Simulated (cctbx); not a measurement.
**Symmetry from intensities**

Cell: a = 3.5960 Å, b = 3.5960 Å, c = 11.6570 Å, α = 90.00°, β = 90.00°, γ = 90.00°. Expected content of the cell: Cd2 V4 P4.

Simulated single-crystal data (cctbx): synchrotron X-rays, λ = 0.4959 Å, to d = 0.77 Å, 70 % of the full sphere, strongest reflection 20000 counts, noise from counting, a 2 % proportional error and a noise floor of 8 counts (s.d.); no absorption.

A first pass over the reflections prints:

```text
1022 reflections to d = 0.772 A
centring   violations  <I/sigma> of those
    A        256 of   509     13.5
    B        253 of   516     13.3
    C        265 of   505     13.8
    I          0 of   498     -0.0
    R        332 of   686     13.0
    F        387 of   765     13.5
Laue class    unique    Rint  (classes that these axes allow; Friedel mates merged)
I 1 2/m 1         206   0.019
I 1 1 2/m         192   0.019
I 2/m 1 1         205   0.019
I m m m           124   0.021
I 4/m             100   0.022
I 4/m m m          75   0.023
space group    extra absences  I>4sigma  <I/sigma>
I 4 2 2                 0          0         -  acentric
I 4 m m                 0          0         -  acentric
I -4 m 2                0          0         -  acentric
I -4 2 m                0          0         -  acentric
I 4/m m m               0          0         -  centric
Wilson B = 1.41 A^2   <|E^2-1|> = 0.646 (0.968 centric, 0.736 acentric)   E^2>4: 0.0 %
shell (A)         n   <I/sigma>
 5.83 - 1.40     17     60.9
 1.40 - 1.11     14     62.7
 1.11 - 0.97     10     62.3
 0.97 - 0.88      9     56.1
 0.88 - 0.82     11     46.0
 0.82 - 0.77     14     58.9
```

Q: Read the symmetry from these tables.

The reflections that I centring forbids are absent (⟨I/σ⟩ near 0), so the lattice is I.

Rint stays low (0.019 to 0.023) up to I 4/m m m, the highest class in these axes.

5 settings pass the absence test. No glide or screw absences show, which leaves I 4 2 2, I 4 m m, I -4 m 2, I -4 2 m and I 4/m m m.

⟨|E²−1|⟩ = 0.646 leans to a non-centrosymmetric structure, or to twinning, which lowers it. Here that hint misleads: the statistic assumes many like atoms on general positions, and few, heavy or special-position atoms break it. The Wilson B of 1.41 Å² means U ≈ 0.0179 Å².

The true group is I4/mmm (no. 139), Laue class 4/mmm, centrosymmetric. The tables only narrow the choice to the tied entries; cell content, site symmetry and trial solutions must settle it.

The model is made up (kin elements in a known structure type, no relaxation), so it says nothing on whether the phase exists.

[Logs are printed without paths, hosts, clocks, repeated set-up lines and the standing remarks that a program may print on its own settings, such as how far it seeks lower states.]
